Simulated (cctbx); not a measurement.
## Diagnosing a refinement

Cell a = 3.4410 Å, b = 3.4410 Å, c = 15.8190 Å, α = 90.00°, β = 90.00°, γ = 120.00°; space group R-3m (no. 166).

Simulated single-crystal data (cctbx): Mo Kα, λ = 0.71073 Å, to d = 0.6 Å, 95 % of the full sphere, strongest reflection 40000 counts, noise from counting, a 2 % proportional error and a noise floor of 4 counts (s.d.); no absorption.

An anisotropic refinement with weights 1/σ² prints:

```text
Rint 0.017, 124 unique reflections to 0.60 A
cycle     R1     wR2    GooF  max shift (A)
   1  0.0601  0.1389  15.934   0.00210
   3  0.0292  0.0670   7.686   0.00001
final R1 0.0292 wR2 0.0670 GooF 7.686  parameters 7  data/parameter 17.7
atom        x        y        z      Ueq    occ   su(xyz)  su(Uiso or U11)
Pb1    0.33333  0.66667  0.16667   0.0069  1.000  0.00000  0.0002
O1     0.00000  0.00000  0.00000   0.0044  1.000  0.00000  0.0030  NPD
Mg1    0.66667  0.33333  0.08457   0.0423  1.000  0.00076  0.0044
difference map: max 8.56 min -4.12 rms 0.86
Q1    0.0000  0.0000  0.0000    3    8.58  0.00 A from O1
Q2    0.0000  0.0000  0.5000    3    1.86  0.00 A from Pb1
Q3    0.0000  0.0000  0.1988    6    0.75  0.79 A from Mg1
Q4    0.0777  0.1553  0.3340   18    0.69  1.43 A from Mg1
Q5    0.0420  0.2657  0.2678   36    0.67  0.90 A from Mg1
Q6    0.0000  0.3586  0.0000   18    0.62  1.23 A from O1
```

Q: Accept it or mend it, and why?

Mend it. The fault: elements exchanged: Mg1 is O and O1 is Mg. Against the right model at the same level, R1 goes from 0.0038 to 0.0292 and GooF from 0.95 to 7.69, U of O1 shrinks from 0.0226 to 0.0044 Å², U of Mg1 swells from 0.0142 to 0.0423 Å², the top difference peak, 8.6 e/Å³, lies on O1 and O1 goes non-positive-definite. Mg1 has 4 electrons too many and its U swells to shed them, as expected; O1 has 4 electrons too few and its U shrinks to make up, as expected.

The compound is MgPbO2. The right model at the same level gives:

```text
Rint 0.017, 124 unique reflections to 0.60 A
cycle     R1     wR2    GooF  max shift (A)
   1  0.0185  0.0523   6.000   0.00299
   2  0.0038  0.0083   0.955   0.00001
final R1 0.0038 wR2 0.0083 GooF 0.955  parameters 7  data/parameter 17.7
atom        x        y        z      Ueq    occ   su(xyz)  su(Uiso or U11)
Pb1    0.33333  0.66667  0.16667   0.0069  1.000  0.00000  0.0000
Mg1    0.00000  0.00000  0.00000   0.0226  1.000  0.00000  0.0004
O1     0.66667  0.33333  0.08449   0.0142  1.000  0.00009  0.0004
difference map: max 0.48 min -0.37 rms 0.09
Q1    0.0000  0.0000  0.1355    6    0.50  1.79 A from O1
Q2    0.1027  0.5514  0.1138   18    0.24  1.08 A from Pb1
Q3    0.0792  0.1585  0.9598   18    0.23  0.79 A from Mg1
Q4    0.0000  0.3601  0.0000   18    0.22  1.24 A from Mg1
Q5    0.0676  0.1351  0.2061   18    0.20  0.79 A from O1
Q6    0.0985  0.1970  0.0162   18    0.19  0.64 A from Mg1
```

The model is made up (kin elements in a known structure type, no relaxation), so it says nothing on whether the phase exists.

[Middle refinement cycles are left out of these outputs.]

[Logs are printed without paths, hosts, clocks, repeated set-up lines and the standing remarks that a program may print on its own settings, such as how far it seeks lower states.]
